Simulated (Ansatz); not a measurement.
# F on Ni(100): change of the work function

How does F on the hollow site change the work function of Ni(100) as the layer fills?

Method: plane-wave DFT, PBE, Ansatz PAW, in Ansatz 0.2.0.

## Step 1: Starting point

The cell holds 4 atoms: 4 Ni. Cell: a = 2.489 Å, b = 2.489 Å, c = 23.280 Å, α = 90.0°, β = 90.0°, γ = 90.0°. Vacuum lies along c.

## Step 2: The clean slab

The bare slab comes first, as the zero from which every change is counted. The two lowest layers are held at bulk places and the upper ones relax. The dipole correction removes the false field that a one-sided slab makes across the periodic vacuum, so each face gets a flat vacuum level of its own.

Input file input.yaml:

```yaml
crystal:
  lattice:
    - [2.4890158698, 0.0, 0.0]
    - [0.0, 2.4890158698, 0.0]
    - [0.0, 0.0, 23.28]
  atoms:
    - { symbol: Ni, position: [0.5, 0.5, 0.3865979381], spin: 0.7 }
    - { symbol: Ni, position: [0.0, 0.0, 0.4621993127], spin: 0.7 }
    - { symbol: Ni, position: [0.5, 0.5, 0.5378006873], spin: 0.7 }
    - { symbol: Ni, position: [0.0, 0.0, 0.6134020619], spin: 0.7 }
magnetization:
  spin_polarized: true
kpoints:
  mp_grid: { grid: [12, 12, 1] }
hamiltonian:
  xc: pbe
scf:
  occupations: { method: fermi_dirac, width: 0.1 }
  convergence: { dr2_threshold: 1.0e-08 }
efield:
  axis: 3
  dipole_correction: true
  ramp_position: 0.97
  ramp_width: 0.06
relax:
  f_tol: 0.02
  max_steps: 60
  constraints: [{ sites: [0, 1] }]
output:
  write_potential: true
  write_density: true
  volumetric_format: npy
```

The run is started by

```sh
> ansatz run input.yaml --threads 4 --pin off --max-ram 16384MiB --backend cpu --events-out ev --progress --plain --runs-dir out
```

Log:

```text
Engine: ansatz 0.2.0, aarch64-unknown-linux-gnu
Pseudopotentials: kind: paw
Pseudopotential: Ni, paw, valence charge 18, recommended cutoff 420 eV (normal), Ni.paw.azcp
Functional definition: PBE
  parameter kappa = 0.804
  parameter beta = 0.066725
  exchange = pbe_x(kappa = kappa, mu = beta*pi^2/3)
  correlation = pbe_c(beta = beta)
Crystal: 4 atoms, lattice volume = 144.224 Å³
Basis set: ecut = 420 eV, 2797 PW (Γ), exchange–correlation on 36×36×320 points (8 copies of the dense FFT grid, shifted against one another)
Bands: 45, of which v1, the nominal top of the filled ones, is band 36 counted from 1 (35 counted from 0)
Symmetry: 8 space group operations
k-points: 28 of 144
Non-local potential: Ni, projectors of the file, l = 0: 3, l = 1: 2, l = 2: 3, l = 3: 1
PAW form: soft (Blöchl's): semilocal exchange-correlation on the pseudo side does not see the compensation charge
PAW one-centre angular grid: Ni, 590 points (default); XC on 64 Gauss nodes
Initial density: superposition of atomic densities (neutral atoms: chi_scale 0, normalization atom)
Starting moments: Σ|m| = 2.8 μB on 4 of 4 sites
Initial wavefunctions: pseudopotential atomic-orbital guess
Functional: x = pbe(κ = 0.804, μ = 0.219515), c = pbe(β = 0.066725)
SCF iter   1: F=—  HF=-23353.273584 eV  |F-HF|=—  |Δ(HF+E_count)|=         —  Δρ=2.27e-2 (↑1.48e-2 ↓2.27e-2)  dr2=3.71e0  dr2_m=2.44e-1  M=2.982 μB ∫|m|=3.119 μB  β_m=1.00  ethr=3.10e-3  p=-0.000 e·Å  D=-6.64e-14 V/Å  ΔV_dip=0.00 eV  dr2_dipole=1.59e-8  V_vac-E_F(+/−)=7.12/7.12 eV  ⟨swp⟩=12.1  Hψ=13190  notcnv=0  defer=20
Mixer restart at iter 1: flushing history
efield: sawtooth ramp at fractional position 0.9700 (set: `efield.ramp_position`, or a place that a band, a saddle search or an elastic batch's reference lends), width 0.0600; the density the first Hamiltonian is built on has a dipole p = -0.000 e·Å; the dipole correction subtracts the counter field D = -6.64e-14 V/Å, which shifts the + side's vacuum level by +0.00 eV against the − side's; the planar-averaged density in the ramp window peaks in size at 2.1e-5 e/Å³
preconditioner: auto → LDOS  [metal: Δε(μ)=0.011 eV  Ē_g=6.947 eV  σ=0.100 eV  W_gap=0.03  n_scr=18 (ndim 8)  ℏωp=19.6 eV  f_vac=0.627  D(μ)=8.52/eV (n_scr^D=84)]
spin=Collinear: LDOS preconditioning applied to the charge; magnetization (m = ρ↑ − ρ↓) channel mixes plain (no charge-response kernel on spin).
SCF iter   2: F=—  HF=-23353.965802 eV  |F-HF|=—  |Δ(HF+E_count)|=   6.92e-1  Δρ=1.21e-2 (↑1.21e-2 ↓9.33e-3)  dr2=7.32e-1  dr2_m=5.55e-3  M=2.942 μB ∫|m|=3.205 μB  β_m=0.33  ethr=3.10e-3  p=-0.000 e·Å  D=-5.03e-4 V/Å  ΔV_dip=0.01 eV  dr2_dipole=3.44e-4  V_vac-E_F(+/−)=6.25/6.24 eV  ⟨swp⟩=2.6  Hψ=4391  notcnv=0  defer=71
density mixer auto → msr1: a metal under ldos (density of states about μ 3.98 of a free-electron gas's, 18 screened modes)
SCF iter   3: F=—  HF=-23355.551918 eV  |F-HF|=—  |Δ(HF+E_count)|=    1.59e0  Δρ=4.88e-3 (↑4.88e-3 ↓4.71e-3)  dr2=1.34e-1  dr2_m=2.77e-3  M=2.939 μB ∫|m|=3.247 μB  β_m=0.46  ethr=1.02e-3  p=0.000 e·Å  D=3.79e-5 V/Å  ΔV_dip=-0.00 eV  dr2_dipole=3.40e-4  V_vac-E_F(+/−)=5.73/5.73 eV  ⟨swp⟩=3.0  Hψ=4152  notcnv=0  defer=71
SCF iter   4: F=—  HF=-23356.854318 eV  |F-HF|=—  |Δ(HF+E_count)|=         —  Δρ=5.23e-3 (↑4.55e-3 ↓5.23e-3)  dr2=8.94e-2  dr2_m=2.31e-3  M=2.908 μB ∫|m|=3.268 μB  β_m=0.46  ethr=1.86e-4  p=0.000 e·Å  D=3.25e-4 V/Å  ΔV_dip=-0.01 eV  dr2_dipole=2.72e-4  V_vac-E_F(+/−)=5.25/5.26 eV  ⟨swp⟩=3.1  Hψ=4802  notcnv=0  defer=73
SCF iter   5: F=—  HF=-23357.159715 eV  |F-HF|=—  |Δ(HF+E_count)|=   3.05e-1  Δρ=4.07e-3 (↑1.37e-3 ↓4.07e-3)  dr2=2.79e-2  dr2_m=4.11e-3  M=2.834 μB ∫|m|=3.203 μB  β_m=0.73  ethr=1.24e-4  p=0.000 e·Å  D=4.54e-4 V/Å  ΔV_dip=-0.01 eV  dr2_dipole=8.32e-6  V_vac-E_F(+/−)=5.09/5.10 eV  ⟨swp⟩=2.2  Hψ=4058  notcnv=0  defer=82
SCF iter   6: F=—  HF=-23357.242206 eV  |F-HF|=—  |Δ(HF+E_count)|=   8.25e-2  Δρ=3.24e-3 (↑1.11e-3 ↓3.24e-3)  dr2=1.63e-2  dr2_m=1.92e-3  M=2.757 μB ∫|m|=3.129 μB  β_m=0.87  ethr=3.88e-5  p=0.000 e·Å  D=5.28e-6 V/Å  ΔV_dip=-0.00 eV  dr2_dipole=5.76e-6  V_vac-E_F(+/−)=4.96/4.96 eV  ⟨swp⟩=2.1  Hψ=4145  notcnv=0  defer=90
SCF iter   7: F=—  HF=-23357.242451 eV  |F-HF|=—  |Δ(HF+E_count)|=   2.45e-4  Δρ=1.82e-3 (↑1.56e-3 ↓1.82e-3)  dr2=9.87e-3  dr2_m=8.37e-5  M=2.755 μB ∫|m|=3.127 μB  β_m=0.66  ethr=2.26e-5  p=0.000 e·Å  D=3.27e-4 V/Å  ΔV_dip=-0.01 eV  dr2_dipole=7.54e-5  V_vac-E_F(+/−)=4.88/4.89 eV  ⟨swp⟩=2.4  Hψ=4725  notcnv=0  defer=98
SCF iter   8: F=—  HF=-23357.240247 eV  |F-HF|=—  |Δ(HF+E_count)|=   2.20e-3  Δρ=2.55e-4 (↑1.49e-4 ↓2.55e-4)  dr2=1.70e-4  dr2_m=2.56e-5  M=2.755 μB ∫|m|=3.126 μB  β_m=0.74  ethr=1.37e-5  p=-0.000 e·Å  D=-1.23e-5 V/Å  ΔV_dip=0.00 eV  dr2_dipole=2.02e-6  V_vac-E_F(+/−)=4.91/4.91 eV  ⟨swp⟩=2.0  Hψ=3863  notcnv=0  defer=95
SCF iter   9: F=—  HF=-23357.240285 eV  |F-HF|=—  |Δ(HF+E_count)|=   3.76e-5  Δρ=2.28e-4 (↑1.75e-4 ↓2.28e-4)  dr2=8.95e-5  dr2_m=2.42e-5  M=2.752 μB ∫|m|=3.123 μB  β_m=0.72  ethr=2.35e-7  p=0.000 e·Å  D=1.30e-4 V/Å  ΔV_dip=-0.00 eV  dr2_dipole=5.69e-6  V_vac-E_F(+/−)=4.89/4.89 eV  ⟨swp⟩=3.1  Hψ=5271  notcnv=0  defer=95
SCF iter  10: F=—  HF=-23357.240274 eV  |F-HF|=—  |Δ(HF+E_count)|=   1.09e-5  Δρ=1.36e-4 (↑1.03e-4 ↓1.36e-4)  dr2=4.25e-5  dr2_m=4.06e-6  M=2.751 μB ∫|m|=3.123 μB  β_m=0.67  ethr=1.24e-7  p=-0.000 e·Å  D=-5.54e-5 V/Å  ΔV_dip=0.00 eV  dr2_dipole=1.87e-7  V_vac-E_F(+/−)=4.88/4.88 eV  ⟨swp⟩=2.4  Hψ=4528  notcnv=0  defer=95
SCF iter  11: F=—  HF=-23357.240265 eV  |F-HF|=—  |Δ(HF+E_count)|=   9.06e-6  Δρ=4.36e-5 (↑3.22e-5 ↓4.36e-5)  dr2=6.02e-6  dr2_m=2.16e-7  M=2.751 μB ∫|m|=3.123 μB  β_m=0.74  ethr=5.90e-8  p=-0.000 e·Å  D=-1.22e-5 V/Å  ΔV_dip=0.00 eV  dr2_dipole=2.13e-7  V_vac-E_F(+/−)=4.88/4.88 eV  ⟨swp⟩=2.1  Hψ=3389  notcnv=0  defer=95
SCF iter  12: F=—  HF=-23357.240265 eV  |F-HF|=—  |Δ(HF+E_count)|=   8.11e-7  Δρ=7.83e-6 (↑5.13e-6 ↓7.83e-6)  dr2=2.13e-7  dr2_m=3.28e-8  M=2.751 μB ∫|m|=3.123 μB  β_m=0.71  ethr=8.36e-9  p=-0.000 e·Å  D=-6.07e-7 V/Å  ΔV_dip=0.00 eV  dr2_dipole=4.93e-9  V_vac-E_F(+/−)=4.88/4.88 eV  ⟨swp⟩=2.5  Hψ=4576  notcnv=0  defer=95
SCF iter  13: F=—  HF=-23357.240266 eV  |F-HF|=—  |Δ(HF+E_count)|=   2.53e-7  Δρ=4.72e-6 (↑3.25e-6 ↓4.72e-6)  dr2=1.06e-8  dr2_m=1.72e-8  M=2.751 μB ∫|m|=3.123 μB  β_m=0.85  ethr=2.96e-10  p=-0.000 e·Å  D=-1.92e-7 V/Å  ΔV_dip=0.00 eV  dr2_dipole=6.69e-11  V_vac-E_F(+/−)=4.88/4.88 eV  ⟨swp⟩=2.6  Hψ=4081  notcnv=0  defer=95
[...]
spin=Collinear: LDOS preconditioning applied to the charge; magnetization (m = ρ↑ − ρ↓) channel mixes plain (no charge-response kernel on spin).
SCF iter   2: F=—  HF=-23357.251606 eV  |F-HF|=—  |Δ(HF+E_count)|=   2.08e-3  Δρ=4.93e-4 (↑4.93e-4 ↓4.31e-4)  dr2=2.42e-3  dr2_m=1.26e-5  M=2.753 μB ∫|m|=3.125 μB  β_m=0.33  ethr=1.74e-5  p=0.001 e·Å  D=8.92e-4 V/Å  ΔV_dip=-0.02 eV  dr2_dipole=6.01e-4  V_vac-E_F(+/−)=4.85/4.87 eV  ⟨swp⟩=2.0  Hψ=4020  notcnv=0  defer=97
density mixer auto → msr1: a metal under ldos (density of states about μ 3.61 of a free-electron gas's, 18 screened modes)
SCF iter   3: F=—  HF=-23357.251435 eV  |F-HF|=—  |Δ(HF+E_count)|=   1.70e-4  Δρ=4.88e-4 (↑4.88e-4 ↓2.49e-4)  dr2=7.45e-4  dr2_m=9.23e-5  M=2.753 μB ∫|m|=3.125 μB  β_m=0.45  ethr=3.36e-6  p=0.001 e·Å  D=1.05e-3 V/Å  ΔV_dip=-0.02 eV  dr2_dipole=1.32e-4  V_vac-E_F(+/−)=4.85/4.87 eV  ⟨swp⟩=1.7  Hψ=2899  notcnv=0  defer=97
SCF iter   4: F=—  HF=-23357.251505 eV  |F-HF|=—  |Δ(HF+E_count)|=   7.03e-5  Δρ=2.40e-4 (↑2.32e-4 ↓2.40e-4)  dr2=9.17e-5  dr2_m=6.34e-5  M=2.751 μB ∫|m|=3.123 μB  β_m=0.53  ethr=1.03e-6  p=0.000 e·Å  D=5.67e-4 V/Å  ΔV_dip=-0.01 eV  dr2_dipole=1.16e-5  V_vac-E_F(+/−)=4.86/4.88 eV  ⟨swp⟩=1.7  Hψ=3009  notcnv=0  defer=97
SCF iter   5: F=—  HF=-23357.251553 eV  |F-HF|=—  |Δ(HF+E_count)|=   4.73e-5  Δρ=1.13e-4 (↑1.13e-4 ↓1.13e-4)  dr2=1.01e-5  dr2_m=1.59e-5  M=2.750 μB ∫|m|=3.121 μB  β_m=0.77  ethr=1.27e-7  p=0.000 e·Å  D=2.75e-4 V/Å  ΔV_dip=-0.01 eV  dr2_dipole=3.83e-6  V_vac-E_F(+/−)=4.88/4.88 eV  ⟨swp⟩=2.0  Hψ=4028  notcnv=0  defer=97
SCF iter   6: F=—  HF=-23357.251569 eV  |F-HF|=—  |Δ(HF+E_count)|=   1.68e-5  Δρ=7.85e-5 (↑5.67e-5 ↓7.85e-5)  dr2=3.06e-5  dr2_m=6.48e-7  M=2.749 μB ∫|m|=3.121 μB  β_m=0.66  ethr=1.40e-8  p=0.000 e·Å  D=1.79e-5 V/Å  ΔV_dip=-0.00 eV  dr2_dipole=5.26e-6  V_vac-E_F(+/−)=4.88/4.88 eV  ⟨swp⟩=2.9  Hψ=5168  notcnv=0  defer=97
SCF iter   7: F=—  HF=-23357.251567 eV  |F-HF|=—  |Δ(HF+E_count)|=   2.72e-6  Δρ=2.43e-5 (↑2.43e-5 ↓2.06e-5)  dr2=3.46e-6  dr2_m=1.90e-7  M=2.749 μB ∫|m|=3.120 μB  β_m=0.58  ethr=1.40e-8  p=0.000 e·Å  D=3.63e-5 V/Å  ΔV_dip=-0.00 eV  dr2_dipole=8.58e-7  V_vac-E_F(+/−)=4.88/4.88 eV  ⟨swp⟩=2.1  Hψ=4407  notcnv=0  defer=97
SCF iter   8: F=—  HF=-23357.251567 eV  |F-HF|=—  |Δ(HF+E_count)|=   1.71e-7  Δρ=1.64e-5 (↑7.45e-6 ↓1.64e-5)  dr2=4.31e-7  dr2_m=7.83e-8  M=2.749 μB ∫|m|=3.120 μB  β_m=0.56  ethr=4.80e-9  p=0.000 e·Å  D=4.07e-5 V/Å  ΔV_dip=-0.00 eV  dr2_dipole=1.86e-8  V_vac-E_F(+/−)=4.88/4.88 eV  ⟨swp⟩=2.3  Hψ=3810  notcnv=0  defer=97
SCF iter   9: F=—  HF=-23357.251567 eV  |F-HF|=—  |Δ(HF+E_count)|=   2.09e-7  Δρ=6.24e-6 (↑6.24e-6 ↓6.00e-6)  dr2=8.28e-8  dr2_m=2.06e-8  M=2.748 μB ∫|m|=3.120 μB  β_m=0.54  ethr=5.99e-10  p=0.000 e·Å  D=3.78e-5 V/Å  ΔV_dip=-0.00 eV  dr2_dipole=2.72e-9  V_vac-E_F(+/−)=4.88/4.88 eV  ⟨swp⟩=2.8  Hψ=4699  notcnv=0  defer=97
SCF iter  10: F=—  HF=-23357.251567 eV  |F-HF|=—  |Δ(HF+E_count)|=   6.34e-9  Δρ=4.09e-6 (↑1.47e-6 ↓4.09e-6)  dr2=1.12e-8  dr2_m=8.04e-9  M=2.748 μB ∫|m|=3.120 μB  β_m=0.58  ethr=1.15e-10  p=0.000 e·Å  D=4.37e-5 V/Å  ΔV_dip=-0.00 eV  dr2_dipole=1.51e-10  V_vac-E_F(+/−)=4.88/4.88 eV  ⟨swp⟩=2.6  Hψ=4378  notcnv=0  defer=97
SCF iter  11: F=—  HF=-23357.251567 eV  |F-HF|=—  |Δ(HF+E_count)|=   2.99e-8  Δρ=1.39e-6 (↑1.36e-6 ↓1.39e-6)  dr2=4.68e-9  dr2_m=1.47e-9  M=2.748 μB ∫|m|=3.120 μB  β_m=0.55  ethr=1.56e-11  p=0.000 e·Å  D=4.29e-5 V/Å  ΔV_dip=-0.00 eV  dr2_dipole=9.23e-10  V_vac-E_F(+/−)=4.88/4.88 eV  ⟨swp⟩=2.4  Hψ=4299  notcnv=0  defer=97
SCF iter  12: F=-23357.251567 eV  HF=-23357.251567 eV  |F-HF|=5.46e-10  |Δ(HF+E_count)|=  4.22e-10  Δρ=7.51e-7 (↑2.52e-7 ↓7.51e-7)  dr2=3.17e-9  dr2_m=1.71e-10  M=2.748 μB ∫|m|=3.120 μB  ethr=6.50e-12  p=0.000 e·Å  D=4.46e-5 V/Å  ΔV_dip=-0.00 eV  dr2_dipole=5.60e-10  V_vac-E_F(+/−)=4.88/4.88 eV  ⟨swp⟩=6.8  Hψ=16903  notcnv=0
SCF 3 converged in 12 iterations: F = -23357.251567 eV  dr2 = 3.17e-9
  greatest PAW one-centre occupation: 1.001 electrons in one spin orbital (limit 2), on the Ni atom at site 3 (counted from 0), in its partial waves of l = 1
relax step   3: F+E_penalty+E_count = -23357.25156682 eV  Δ(F+E_penalty+E_count) = -4.782e-3 eV  max|allowed force component| = 1.641e-2 eV/Å  Δτ_max = 0.0268 Å  (12 SCF iters, accepted)
NSCF: frozen V_eff on 28 k-points
the band table was solved once a step of the walk had ended and its energy, with any forces and stress, was formed, with the checks that follow a solve (14613 applications of the Hamiltonian). They found nothing against the state; the energy, forces and stress were not computed again (output.eigenvalues in the input reference)
WARN: The output density's exchange-correlation potential varies sharply where the density is thin. Do not read a vacuum level from v_tot or v_xc, or from such a field of the output density. On a cell that repeats whose density bears no net charge and no dipole along the vacuum's axis use v_es (v_loc + v_h of the components); under efield.dipole_correction with no amplitude use v_es + v_field, which holds any externa [...]
SCF converged after 12 iterations
Magnetization: 2.7484 μB (37.3742 up, 34.6258 down)
Absolute magnetization: 3.1226 μB (∫|ρ↑−ρ↓|, with the PAW one-centre terms)
Spin contamination: 0.0390 ħ² per cell (⟨S²⟩ above its minimum at these occupations)
Per-site moments (μB) at R_I (Å): [(0.762882, 1.026719), (0.693008, 1.026719), (0.696430, 1.007501), (0.757957, 1.007501)]
Free energy (F): -23357.251567 eV
Harris-Foulkes:  -23357.251567 eV  (|F-HF|=5.46e-10)
Internal energy: -23357.011351 eV  (E = F + TS)
E sigma→0 (E₀):  -23357.131459 eV
Entropy (-TS):   -0.240216 eV (-60.054 meV/atom)
Fermi energy:    2.140071 eV
Dipole field:    D = 0.000007 V/Å  (p = 0.000006 e·Å, saw-weighted, corrected)
Work function:   Φ+ = 4.8828 eV   Φ− = 4.8830 eV
Levels:          The Fermi level and band energies are counted from a zero that moves with the ramp; work functions are not
--- Per-component energies (eV) ---
  E_band       = -2276.906321
  E_kinetic    = 1125.839521
  E_local      = -160320.726058  (includes V_loc(G=0)·N_el)
  E_nonlocal   = 2550.732742
  E_hartree    = 78456.156364
  E_xc         = -335.347096
  E_vxc        = -432.080370  (∫ρ·V_xc dr)
  E_paw        = -6525.524441  (= ΣΔE_a)
  E_vpaw       = -2112.983663  (= ΣTr[D̂ρ^β])
  E_aug_tail   = 0.002110  (compensation charges beyond the density's cutoff)
  E_efield     = 0.000000  (sawtooth field / dipole correction)
  E_vefield    = 0.000003  (∫n·V_field dr)
  E_ewald      = 61691.855507
  E_smearing   = -0.240216  (= −TS)
  E_closure    = 0.000000  (closes the sum)
  Σ components = -23357.251567   (vs F -23357.251567, Δ=0.00e0)
--- Forces (eV/Å), atoms counted from 1 ---
  atom   1  Ni    -0.00000000     0.00000000     0.33191270
  atom   2  Ni    -0.00000000     0.00000000    -0.32933477
  atom   3  Ni    -0.00000000     0.00000000    -0.01641471
  atom   4  Ni     0.00000000     0.00000000     0.01384867
  max |Σ_I F_I| component: 1.19e-5 eV/Å
--- Band table (eV; the first three rows and the last of 56) ---
  k-point 0 ↑: bands = [... 32 lower, 1.1728, 1.2119, 1.2119, 1.4613, 1.5649, 1.5845, 1.5845, 2.2601, ... 5 higher]
  k-point 1 ↑: bands = [... 32 lower, 0.9720, 1.0134, 1.3137, 1.3535, 1.3948, 1.5289, 1.6083, 2.6289, ... 5 higher]
  k-point 2 ↑: bands = [... 32 lower, 0.8601, 0.8667, 1.2735, 1.3092, 1.4367, 1.5181, 1.6057, 3.3597, ... 5 higher]
  k-point 27 ↓: bands = [... 32 lower, 2.4956, 2.5557, 2.7827, 2.8183, 5.6265, 5.6265, 8.0826, 8.0826, ... 5 higher]
--- Relaxed structure (3 steps of the walk, 3 accepted, 0 SCFs on fresh bases) ---
  F+E_penalty+E_count = -23357.25156682 eV   max|allowed force component| = 1.641e-2 eV/Å
  atoms:
    - { symbol: Ni, position: [0.5, 0.5, 0.386598] }
    - { symbol: Ni, position: [0.0, 0.0, 0.4621993127] }
    - { symbol: Ni, position: [0.5, 0.5, 0.538752] }
    - { symbol: Ni, position: [0, 0.0, 0.611496] }
```

Wall time 46 s (4 threads of Arm Neoverse V1, shared host); peak memory 0.6 GiB.

The column dr2 measures how far the density is from self-consistency, as an energy; F and HF (Harris–Foulkes) agree once it is small.

Relaxation path:

```csv
step,energy less that of the first step (eV),largest force component (eV/Å)
1,0.0000,0.3940
2,-0.0065,0.2673
3,-0.0113,0.0164
```

The run keeps the 8 symmetry operations that the program found, so distortions that break them were not tested.

The atoms that moved most (Å):

```csv
atom,dx,dy,dz,length
Ni4,0.000,0.000,-0.044,0.044
Ni3,0.000,0.000,0.022,0.022
```

This step gave:

| Property | Result |
| --- | --- |
| energy at zero smearing | -23357.1315 eV |
| total moment | 2.748 μB |
| site moments | 0.7629, 0.6930, 0.6964, 0.7580 μB |
| work function, upper face | 4.883 eV |
| dipole along the normal | 5.64e-6 e·Å |

Running mean over 1.76 Å of the planar mean; the ramp of the sawtooth is left out. Table of electron's electrostatic potential energy less the Fermi level by z:

```csv
z (Å),electron's electrostatic potential energy less the Fermi level (eV)
3.0,4.88
3.5,4.88
4.0,4.88
4.5,4.88
5.0,4.88
5.5,4.87
6.0,4.84
6.5,4.74
7.0,4.38
7.5,2.92
8.0,-1.70
8.5,-7.37
9.0,-9.86
9.5,-10.2
10.0,-10.3
10.5,-10.3
11.0,-10.3
11.5,-10.1
12.0,-10.2
12.5,-10.4
13.0,-10.9
13.5,-11.0
14.0,-10.5
14.5,-9.08
15.0,-4.60
15.5,1.15
16.0,3.97
16.5,4.63
17.0,4.81
17.5,4.86
18.0,4.88
18.5,4.88
19.0,4.88
19.5,4.88
20.0,4.88
```

Site moment by atom:

```csv
atom,site moment (μB)
Ni1,0.763
Ni2,0.693
Ni3,0.696
Ni4,0.758
```

The relaxation took 3 steps and lowered the energy by 0.011 eV; the largest force on the free atoms ends at 0.016 eV/Å.

The work function of the upper face is 4.88 eV.

(Part 1 of 4 ends here.)

[Long decimals in the printed logs are rounded to 6 places.]

[Logs are printed without paths, hosts, clocks, repeated set-up lines and the standing remarks that a program may print on its own settings, such as how far it seeks lower states.]

[Hosts, paths, dates, database ids (printed as entryN), source tags and the programs' standing remarks are cut or masked in the printed files.]

[Maps of the electrostatic potential energy from Ansatz leave out the sawtooth potential of an applied field or a dipole correction, so their vacuum need not be flat; planar profiles and work functions include it.]
